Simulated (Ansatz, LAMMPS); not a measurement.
# Amorphous 25SiO2-75TiO2 (mol %) (96 atoms): geometry optimisation, part 3 of 4

How does amorphous 25SiO2-75TiO2 (mol %) (96 atoms) relax, and what do bonds, charges and levels look like afterwards?

Ansatz 0.2.0; Kohn-Sham DFT, PBE, PAW (set soft_2), plane waves.

The cell: 8 Si, 24 Ti and 64 O. The quench rate of 50 K/ps is many orders above laboratory rates. The starting topology of bonds comes from the classical model. Only the Γ point is sampled in the main run, in a cell whose shortest periodic width is 11 Å.

So far. Step 4 (Cell and atoms relaxed): The relaxation changed the energy by -59.8 meV/atom, and atoms moved by 0.33 Å r.m.s., 1.1 Å at most.

### 6. Single point at the relaxed geometry

One more single point at the end of the walk gives the fuller output and checks the residual forces.

input.yaml

```yaml
crystal:
  lattice:
    - [10.87391, -0.28401, -0.24451]
    - [-0.28401, 11.38521, -0.08599]
    - [-0.24451, -0.08599, 10.87093]
  atoms:
    - { symbol: Si, position: [0.23189, 0.09864, 0.28315] }
    - { symbol: Si, position: [0.62261, 0.3692, 0.45596] }
    - { symbol: Si, position: [0.90065, 0.38746, 0.40677] }
    - { symbol: Si, position: [0.53976, 0.3925, 0.71035] }
    - { symbol: Si, position: [0.65984, 0.6486, 0.50397] }
    - { symbol: Si, position: [0.31519, 0.8639, 0.40978] }
    - { symbol: Si, position: [0.98487, 0.18633, 0.55949] }
    - { symbol: Si, position: [0.82427, 0.12041, 0.7619] }
    - { symbol: Ti, position: [0.95122, 0.61408, 0.61048] }
    - { symbol: Ti, position: [0.18286, 0.58322, 0.9126] }
    - { symbol: Ti, position: [0.42035, 0.00297, 0.0898] }
    - { symbol: Ti, position: [0.99069, 0.13033, 0.0262] }
    - { symbol: Ti, position: [0.06145, 0.41724, 0.15474] }
    - { symbol: Ti, position: [0.66818, 0.78466, 0.93267] }
    - { symbol: Ti, position: [0.8163, 0.8557, 0.64926] }
    - { symbol: Ti, position: [0.36623, 0.34643, 0.2615] }
    - { symbol: Ti, position: [0.61267, 0.95744, 0.39894] }
    - { symbol: Ti, position: [0.40897, 0.2464, 0.94661] }
    - { symbol: Ti, position: [0.47193, 0.55715, 0.08467] }
    - { symbol: Ti, position: [0.70696, 0.04716, 0.13929] }
    - { symbol: Ti, position: [0.69993, 0.37191, 0.10092] }
    - { symbol: Ti, position: [0.53623, 0.09431, 0.64423] }
    - { symbol: Ti, position: [0.79685, 0.51737, 0.85923] }
    - { symbol: Ti, position: [0.71567, 0.65015, 0.2179] }
    - { symbol: Ti, position: [0.50479, 0.78693, 0.71242] }
    - { symbol: Ti, position: [0.0261, 0.74498, 0.21396] }
    - { symbol: Ti, position: [0.25694, 0.58975, 0.31586] }
    - { symbol: Ti, position: [0.29056, 0.56005, 0.64629] }
    - { symbol: Ti, position: [0.233, 0.10166, 0.73214] }
    - { symbol: Ti, position: [0.16961, 0.87962, 0.95067] }
    - { symbol: Ti, position: [0.94346, 0.01326, 0.31148] }
    - { symbol: Ti, position: [0.16155, 0.79367, 0.67072] }
    - { symbol: O, position: [0.71075, 0.49311, 0.22022] }
    - { symbol: O, position: [0.49708, 0.94093, 0.68229] }
    - { symbol: O, position: [0.54605, 0.99437, 0.21102] }
    - { symbol: O, position: [0.75803, 0.99458, 0.29881] }
    - { symbol: O, position: [0.92461, 0.53974, 0.75353] }
    - { symbol: O, position: [0.94655, 0.07358, 0.46819] }
    - { symbol: O, position: [0.09651, 0.80103, 0.07939] }
    - { symbol: O, position: [0.57647, 0.3115, 0.58889] }
    - { symbol: O, position: [0.91851, 0.51683, 0.47493] }
    - { symbol: O, position: [0.98452, 0.79311, 0.64405] }
    - { symbol: O, position: [0.87338, 0.99032, 0.73014] }
    - { symbol: O, position: [0.33722, 0.70978, 0.69998] }
    - { symbol: O, position: [0.88593, 0.05778, 0.1368] }
    - { symbol: O, position: [0.29602, 0.07543, 0.15169] }
    - { symbol: O, position: [0.77005, 0.65642, 0.9287] }
    - { symbol: O, position: [0.72385, 0.90329, 0.52119] }
    - { symbol: O, position: [0.80986, 0.41168, 0.9872] }
    - { symbol: O, position: [0.0586, 0.27618, 0.07615] }
    - { symbol: O, position: [0.26996, 0.99134, 0.36906] }
    - { symbol: O, position: [0.55087, 0.70045, 0.5815] }
    - { symbol: O, position: [0.27545, 0.75534, 0.31278] }
    - { symbol: O, position: [0.4296, 0.47726, 0.67157] }
    - { symbol: O, position: [0.57783, 0.08723, 0.4823] }
    - { symbol: O, position: [0.20854, 0.49433, 0.7805] }
    - { symbol: O, position: [0.0882, 0.60531, 0.26392] }
    - { symbol: O, position: [0.00065, 0.86847, 0.32211] }
    - { symbol: O, position: [0.67053, 0.70621, 0.36679] }
    - { symbol: O, position: [0.37088, 0.3066, 0.10329] }
    - { symbol: O, position: [0.19864, 0.94057, 0.76889] }
    - { symbol: O, position: [0.14662, 0.73471, 0.85206] }
    - { symbol: O, position: [0.08416, 0.09878, 0.25816] }
    - { symbol: O, position: [0.23937, 0.84503, 0.53584] }
    - { symbol: O, position: [0.87977, 0.15829, 0.90025] }
    - { symbol: O, position: [0.69601, 0.82056, 0.76641] }
    - { symbol: O, position: [0.1231, 0.63216, 0.61243] }
    - { symbol: O, position: [0.67415, 0.12308, 0.7483] }
    - { symbol: O, position: [0.55591, 0.42719, 0.03036] }
    - { symbol: O, position: [0.66199, 0.46969, 0.76387] }
    - { symbol: O, position: [0.46591, 0.87209, 0.41884] }
    - { symbol: O, position: [0.11426, 0.16129, 0.63437] }
    - { symbol: O, position: [0.59184, 0.68311, 0.1007] }
    - { symbol: O, position: [0.6915, 0.21105, 0.12486] }
    - { symbol: O, position: [0.07646, 0.51688, 0.01871] }
    - { symbol: O, position: [0.26478, 0.19474, 0.87121] }
    - { symbol: O, position: [0.75991, 0.32867, 0.4226] }
    - { symbol: O, position: [0.33673, 0.58708, 0.99373] }
    [... 12 atom lines left out ...]
    - { symbol: O, position: [0.28391, 0.54663, 0.46833] }
    - { symbol: O, position: [0.20823, 0.42397, 0.2464] }
    - { symbol: O, position: [0.51295, 0.75084, 0.87877] }
    - { symbol: O, position: [0.40969, 0.53613, 0.2372] }
    - { symbol: O, position: [0.08763, 0.01905, 0.97091] }
    - { symbol: O, position: [0.37278, 0.12978, 0.65486] }
kpoints:
  mp_grid: { grid: [1, 1, 1] }
hamiltonian:
  xc: pbe
scf:
  occupations: { method: fermi_dirac, width: 0.025 }
output:
  forces: true
  stress: true
  populations: true
  dos:
    method: { smearing: { sigma: 0.08 } }
    de: 0.05
    projected: { site_lists: { O: [O], Si: [Si], Ti: [Ti] } }
  eigenvalues: true
  write_density: true
  write_potential: true
  volumetric_format: npy
```

Started as:

```sh
> ansatz run input.yaml --threads 4 --pin off --max-ram 8192MiB --backend cpu --events-out ev --progress --plain --runs-dir out
```

Numbers of over 12 decimals in the logs are rounded to 6 here.

Log:

```text
[...]
Crystal: 96 atoms, lattice volume = 1344.190 Å³
Basis set: ecut = 420 eV, 26227 PW (Γ), exchange–correlation on 150×160×150 points (8 copies of the dense FFT grid, shifted against one another)
Bands: 448, of which v1, the nominal top of the filled ones, is band 352 counted from 1 (351 counted from 0)
Symmetry: 1 space group operations
[...]
k-points: 1
[...]
SCF iter   1: F=—  HF=-101513.491237 eV  |F-HF|=—  |Δ(HF+E_count)|=         —  Δρ=4.11e-3  dr2=3.02e-1  ethr=1.77e-3  ⟨swp⟩=6.0  Hψ=1668  notcnv=0  defer=51
[...]
SCF iter  12: F=-101513.463603 eV  HF=-101513.463603 eV  |F-HF|=1.13e-8  |Δ(HF+E_count)|=   1.02e-7  Δρ=2.02e-6  dr2=6.54e-8  ethr=1.42e-11  ⟨swp⟩=14.0  Hψ=3045  notcnv=0
SCF 1 converged in 12 iterations: F = -101513.463603 eV  dr2 = 6.54e-8
[...]
SCF converged after 12 iterations
Free energy (F): -101513.463603 eV
[...]
Internal energy: -101513.463603 eV  (E = F + TS)
E sigma→0 (E₀):  -101513.463603 eV
Fermi energy:    5.391994 eV
[...]
--- Forces (eV/Å), atoms counted from 1 ---
  atom   1  Si    -0.00035696     0.00376193     0.00137048
  atom   2  Si    -0.00752392     0.00064076    -0.00567763
  atom   3  Si    -0.00231064     0.00338089     0.00959483
  atom   4  Si     0.00116457    -0.00701923     0.00009062
  atom   5  Si    -0.00823347     0.00010948     0.00672560
  atom   6  Si     0.00063888     0.00758635    -0.00626654
  atom   7  Si     0.00619151     0.00606749     0.00199219
  atom   8  Si    -0.00863578     0.00211001     0.00003319
  atom   9  Ti     0.00065308     0.00062271     0.00561043
  atom  10  Ti     0.00584453    -0.00833846     0.00189320
  atom  11  Ti     0.00465001    -0.00468010     0.00279287
  atom  12  Ti     0.00315293    -0.00291131     0.00582016
  atom  13  Ti    -0.00227786     0.00335436    -0.00506814
  atom  14  Ti     0.00533905    -0.00123278     0.00738039
[...]
atom  95  O     -0.00205269     0.00139690     0.00273373
  atom  96  O     -0.01055496    -0.00236328     0.00552433
  max |Σ_I F_I| component: 4.98e-5 eV/Å
--- Stress (GPa, compression-positive) ---
       -0.013688      -0.004453      -0.007901
       -0.004453      -0.008081      -0.001550
       -0.007901      -0.001550      -0.013116
  P = ⅓ Tr σ = -0.0116 GPa (-0.116 kbar)
--- Band table (eV) ---
[...]
--- Löwdin populations: 96 sites ---
  site symbol       q [e]
     0     Si      2.2912
     1     Si      2.2525
     2     Si      2.2815
[...]
95      O      6.5748
  spilling = 0.005384 (of n_electrons = 704.000000)
```

Run time: 32 s. Hardware: 4 threads of Arm Neoverse V1, shared host; peak memory 1.9 GiB.

Read from the output:

| Quantity | Value |
| --- | --- |
| free energy | -101513.4636 eV |
| free energy per atom | -1057.4319 eV/atom |
| SCF cycles | 12 |
| pressure | -0.01163 GPa |
| r.m.s. force component | 0.00445 eV/Å |
| longest force | 0.01859 eV/Å |
| Fermi energy | 5.392 eV |
| gap (highest filled to lowest empty level) | 3.046 eV |
| spilling of the projection | 0.005384 |

Löwdin charges by element and coordination (they lack the spilled electrons, 0.039 e an atom on average):

| element | coordination | atoms | mean charge (e) | spread | least | most |
| --- | --- | --- | --- | --- | --- | --- |
| O | all | 64 | -0.666 | 0.0666 | -0.797 | -0.538 |
| O | 2 | 49 | -0.661 | 0.0715 | -0.797 | -0.538 |
| O | 3 | 15 | -0.684 | 0.0426 | -0.782 | -0.636 |
| Si | all | 8 | 1.72 | 0.0169 | 1.70 | 1.75 |
| Ti | all | 24 | 1.36 | 0.0201 | 1.33 | 1.39 |
| Ti | 4 | 10 | 1.35 | 0.0202 | 1.33 | 1.39 |
| Ti | 5 | 13 | 1.37 | 0.017 | 1.33 | 1.39 |
| Ti | 6 | 1 | 1.36 | 0 | 1.36 | 1.36 |

Density of states as counts of states in windows of 1 eV (from the Fermi level), total and the larger projections:

| from (eV) | to (eV) | total | O p | Ti d | O s |
| --- | --- | --- | --- | --- | --- |
| -18 | -17 | 72.2 | 0.2 | 4.9 | 61.6 |
| -17 | -16 | 3.6 | 0.0 | 0.3 | 3.2 |
| -16 | -10 | 0.0 | 0.0 | 0.0 | 0.0 |
| -10 | -9 | 2.2 | 1.4 | 0.0 | 0.1 |
| -9 | -8 | 6.7 | 4.5 | 0.2 | 0.4 |
| -8 | -7 | 6.1 | 4.1 | 0.4 | 0.4 |
| -7 | -6 | 13.2 | 9.6 | 1.1 | 0.3 |
| -6 | -5 | 44.3 | 32.2 | 7.3 | 0.5 |
| -5 | -4 | 104.1 | 76.5 | 22.4 | 0.7 |
| -4 | -3 | 77.0 | 63.9 | 9.8 | 0.7 |
| -3 | -2 | 93.3 | 83.6 | 6.9 | 0.7 |
| -2 | -1 | 37.2 | 35.1 | 1.4 | 0.1 |
| -1 | 1 | 0.0 | 0.0 | 0.0 | 0.0 |
| 1 | 2 | 25.6 | 2.1 | 22.5 | 0.3 |
| 2 | 3 | 76.4 | 10.5 | 61.6 | 1.6 |
| 3 | 4 | 61.2 | 12.2 | 43.4 | 2.3 |

Between -26 and -18 eV lie 52 more states.

The stored curve holds about 512 of the 704 electrons; the rest, give or take the few that broadening carries across the Fermi level, lie in deeper levels below its range.

The levels nearest the highest filled one (over half full), pooled over k-points and spins:

| level less the highest filled one (eV) | occupation |
| --- | --- |
| -0.188 | 2 |
| -0.156 | 2 |
| -0.143 | 2 |
| -0.104 | 2 |
| -0.0255 | 2 |
| 0 | 2 |
| 3.05 | 0 |
| 3.12 | 0 |
| 3.17 | 0 |
| 3.21 | 0 |
| 3.26 | 0 |
| 3.29 | 0 |

Valence density in the ac plane at fractional y = 0.087, with atoms of Si and Ti and O within 0.2 Å of it. It is the smooth field of the valence electrons, not physical close to the nuclei.

Values in e/Å³, 13 rows by 16 columns, each cell a mean:
```
0.6 0.7 0.3 0.1 0.0 0.1 0.5 3.2 1.9 0.1 0.0 0.0 0.0 0.2 0.4 0.6
0.1 0.1 0.1 0.1 0.1 0.1 0.1 0.2 0.1 0.0 0.1 0.1 0.1 0.4 0.5 0.1
0.0 0.0 0.2 1.8 1.4 0.1 0.0 0.0 0.0 0.2 1.1 1.0 0.3 0.3 0.3 0.1
0.0 0.1 0.8 6.6 4.7 0.7 0.6 0.3 1.3 0.9 2.1 1.6 0.4 0.3 0.3 0.1
0.1 0.4 0.5 0.7 0.6 1.5 1.8 1.5 7.8 4.0 0.3 0.2 0.1 0.1 0.1 0.1
0.2 0.2 0.1 0.0 0.1 0.2 0.3 0.3 1.8 1.3 0.3 0.0 0.0 0.0 0.2 0.4
0.7 0.1 0.0 0.0 0.0 0.0 0.0 0.1 1.9 5.4 1.1 0.1 0.0 0.1 1.9 4.3
0.4 0.1 0.0 0.1 0.2 0.1 0.0 0.1 0.6 1.4 0.3 0.0 0.0 0.1 1.1 2.2
0.4 0.8 0.5 0.2 0.3 0.2 0.0 0.0 0.0 0.1 0.0 0.1 0.1 0.1 0.3 0.5
1.6 5.3 1.7 0.3 0.4 0.3 0.1 0.0 0.1 0.1 0.1 0.2 0.2 0.1 0.2 0.3
0.4 1.0 0.4 0.5 3.4 2.6 0.3 0.1 0.2 0.2 0.6 2.5 0.7 0.8 2.0 0.5
0.4 0.1 0.1 0.3 2.4 1.8 0.4 0.3 0.1 0.1 0.8 3.1 0.8 1.2 2.8 0.9
2.6 0.5 0.2 0.1 0.1 0.1 0.4 2.1 1.3 0.1 0.1 0.1 0.1 0.1 0.4 2.9
```
Columns run along a (10.9 Å), rows up along c (10.9 Å). Atoms in or near the plane, at fractional coordinates: Si at (0.23, 0.28), Ti at (0.54, 0.64), Ti at (0.23, 0.73), O at (0.95, 0.47), O at (0.30, 0.15), O at (0.58, 0.48), O at (0.08, 0.26).

Electrostatic potential energy in the ac plane at fractional y = 0.087, with atoms of Si and Ti and O within 0.2 Å of it. With pseudopotentials it is smooth inside the atoms' cores, unlike the true potential.

Ten even steps from '_' (-36 eV) to '@' (11 eV), each cell a mean:
```
==**##%%@@@@@@@@@@@@@@@@@@==____--@@@@@@@@@@@@@@@@@@@@@@##++==
%%%%@@@@@@@@@@@@@@@@@@@@@@%%++++%%@@@@@@@@@@@@@@@@@@@@@@%%%%%%
@@@@@@@@@@@@@@@@@@@@@@@@@@@@@@@@@@@@@@@@@@@@@@@@@@@@@@%%@@@@@@
@@@@@@@@@@%%%%%%%%%%@@@@@@@@@@@@@@@@@@@@@@@@@@%%######%%%%@@@@
@@@@@@@@%%##==--==**%%@@@@@@@@@@@@@@@@@@%%##%%##--....++%%@@@@
@@@@@@%%##--..__..--##%%@@@@@@%%%%%%%%##::..++++..____--##@@@@
@@@@@@%%##--______--##%%%%@@%%**====****--::****--....++%%@@@@
@@@@@@@@%%++::::--****--==##++::____::**%%%%@@%%######%%@@@@@@
@@@@@@@@@@%%##**##%%**--==##==..____..++%%@@@@@@@@@@@@@@@@@@@@
%%@@@@@@@@@@@@@@@@@@@@%%%%%%**--....==##%%@@@@@@@@@@@@@@@@%%%%
%%@@@@@@@@@@@@@@@@@@@@@@@@@@%%##**++**%%@@@@@@@@@@@@@@@@%%%%%%
##@@@@@@@@@@@@@@@@@@@@@@@@@@@@@@**..__--%%@@@@@@@@@@@@@@++::--
**@@@@@@@@@@@@@@@@@@@@@@@@@@@@@@==____::%%@@@@@@@@@@@@##..____
%%@@@@@@@@@@@@@@@@@@@@@@@@@@@@@@%%++==##@@@@@@@@@@@@@@%%==..--
%%@@@@@@@@%%%%%%%%@@@@@@@@@@@@@@@@@@@@@@@@@@@@@@@@@@@@@@%%##%%
##%%@@@@%%**==::--##%%@@@@@@@@@@@@@@@@@@@@@@@@@@@@@@@@%%**++**
##**----**--______--##@@@@@@@@@@@@@@@@@@@@@@@@@@@@@@%%##++==++
##::____----______==##@@@@@@@@@@@@@@@@@@@@%%%%@@@@@@%%%%##**##
%%++::::****--::--++##@@@@@@@@@@@@@@@@%%##****##%%%%@@%%%%%%%%
@@@@%%%%@@%%%%**..__::##%%%%%%@@@@@@@@##++::::--**%%**--==##@@
%%%%@@@@@@@@@@##..__..**######%%@@@@%%##--..__::++##--__..++%%
++**%%@@@@@@@@@@**++**####**##%%%%@@%%##++::::==##%%**--==**++
..==##%%@@@@@@@@@@@@@@%%########%%@@@@%%####**##%%@@@@%%**--..
..--##%%@@@@@@@@@@@@@@%%%%**....++@@@@@@@@%%%%@@@@@@@@%%**--..
```
Columns run along a (10.9 Å; values clipped at the 3rd and 97th percentile), rows up along c (10.9 Å). Atoms in or near the plane, at fractional coordinates: Si at (0.23, 0.28), Ti at (0.54, 0.64), Ti at (0.23, 0.73), O at (0.95, 0.47), O at (0.30, 0.15), O at (0.58, 0.48), O at (0.08, 0.26).

Mean Löwdin charges: O -0.67, Si +1.72, Ti +1.36 e (they miss 0.54 % of the electrons, so they add up to more than the cell's charge). The largest share in the top eV of filled states is O p (94 % of the projected weight), and in the lowest eV of empty states Ti d (87 % of the projected weight).

A closer look about O62, which has 3 bonded neighbours where the commonest count for O is 2: 13 atoms, nearest first, numbered in the order of the input, with positions taken from that point.

| atom | x | y | z | distance (Å) | bonds | Löwdin charge (e) |
| --- | --- | --- | --- | --- | --- | --- |
| O62 | 0.00 | 0.00 | 0.00 | 0.00 | 3 | -0.69 |
| Ti10 | 0.42 | -1.74 | 0.66 | 1.91 | 4 | 1.34 |
| Ti30 | 0.18 | 1.63 | 1.05 | 1.95 | 5 | 1.35 |
| Ti32 | 0.19 | 0.68 | -1.98 | 2.10 | 6 | 1.36 |
| O61 | 0.53 | 2.34 | -0.93 | 2.57 | 3 | -0.72 |
| O39 | -0.62 | 0.75 | 2.48 | 2.66 | 2 | -0.61 |
| O44 | 2.12 | -0.32 | -1.70 | 2.73 | 3 | -0.64 |
| O67 | -0.17 | -1.14 | -2.59 | 2.84 | 3 | -0.64 |
| O42 | -1.73 | 0.73 | -2.23 | 2.91 | 3 | -0.69 |
| O56 | 0.76 | -2.75 | -0.77 | 2.95 | 2 | -0.58 |
| O83 | 1.91 | 1.65 | 1.60 | 2.99 | 2 | -0.59 |
| O78 | 2.07 | -1.75 | 1.51 | 3.10 | 2 | -0.60 |
| O75 | -0.74 | -2.47 | 1.85 | 3.18 | 2 | -0.65 |

The column of bonds counts only the pairs O-Ti within 2.64 Å, O-Si within 2.08 Å; other neighbours, such as metal atoms beside each other in a compound, aren't counted, and periodic images can show an atom twice.

### 7. K-mesh 2×2×2

A denser mesh tests the sampling of the Brillouin zone.

Edit input.yaml of step 6 so:

```diff
@@ -8,3 +8,3 @@
 kpoints:
-  mp_grid: { grid: [1, 1, 1] }
+  mp_grid: { grid: [2, 2, 2] }
 hamiltonian:
@@ -22,4 +22 @@
   eigenvalues: true
-  write_density: true
-  write_potential: true
-  volumetric_format: npy
```

Log:

```text
[...]
Crystal: 96 atoms, lattice volume = 1344.190 Å³
Basis set: ecut = 420 eV, 26227 PW (Γ), exchange–correlation on 150×160×150 points (8 copies of the dense FFT grid, shifted against one another)
Bands: 448, of which v1, the nominal top of the filled ones, is band 352 counted from 1 (351 counted from 0)
Symmetry: 1 space group operations
[...]
k-points: 8
[...]
SCF iter   1: F=—  HF=-101513.515470 eV  |F-HF|=—  |Δ(HF+E_count)|=         —  Δρ=4.10e-3  dr2=3.02e-1  ethr=1.77e-3  ⟨swp⟩=6.0  Hψ=13525  notcnv=0  defer=393
[...]
SCF iter  11: F=—  HF=-101513.487870 eV  |F-HF|=—  |Δ(HF+E_count)|=   2.36e-7  Δρ=3.29e-6  dr2=1.79e-7  ethr=1.52e-10  ⟨swp⟩=2.0  Hψ=4580  notcnv=0  defer=700
SCF iter  12: F=-101513.487870 eV  HF=-101513.487870 eV  |F-HF|=1.07e-8  |Δ(HF+E_count)|=   1.03e-7  Δρ=2.02e-6  dr2=6.56e-8  ethr=1.42e-11  ⟨swp⟩=9.9  Hψ=14770  notcnv=0
SCF 1 converged in 12 iterations: F = -101513.487870 eV  dr2 = 6.56e-8
[...]
SCF converged after 12 iterations
Free energy (F): -101513.487870 eV
[...]
Internal energy: -101513.487870 eV  (E = F + TS)
E sigma→0 (E₀):  -101513.487870 eV
Fermi energy:    5.381449 eV
[...]
Σ components = -101513.487870   (vs F -101513.487870, Δ=0.00e0)
--- Forces (eV/Å), atoms counted from 1 ---
  atom   1  Si     0.00109016     0.01049461     0.00847107
  atom   2  Si    -0.00464606     0.00134095    -0.00645166
  atom   3  Si     0.00171942     0.00662235     0.00940042
  atom   4  Si     0.00116436    -0.00833362     0.00506110
[...]
atom  96  O     -0.01007634    -0.00420193     0.01703261
  max |Σ_I F_I| component: 4.42e-5 eV/Å
--- Stress (GPa, compression-positive) ---
        0.000166      -0.001282      -0.004027
       -0.001283      -0.002515       0.001932
       -0.004026       0.001932      -0.030468
  P = ⅓ Tr σ = -0.0109 GPa (-0.109 kbar)
--- Band table (eV; the first three rows and the last of 8) ---
[...]
--- Löwdin populations: 96 sites ---
  site symbol       q [e]
     0     Si      2.2899
     1     Si      2.2520
     2     Si      2.2810
[...]
95      O      6.5748
  spilling = 0.005386 (of n_electrons = 704.000000)
```

The job ended after 5.4 min (4 threads; peak memory 6.4 GiB).

The program notes that it cut back its work space to fit the memory limit.

Geometry and reference: those of the single point at the relaxed geometry.

Forces differ from those of the single point at the relaxed geometry by 7.1 meV/Å r.m.s.; the energy by -0.25 meV/atom. It took 5.4 min and 12 cycles; the reference's time can't be set against it, since the two runs asked for unlike analyses.

[end of part 3 of 4]

[Logs are printed without paths, hosts, clocks, repeated set-up lines and the standing remarks that a program may print on its own settings, such as how far it seeks lower states.]

[Hosts, paths, dates, database ids (printed as entryN), source tags and the programs' standing remarks are cut or masked in the printed files.]
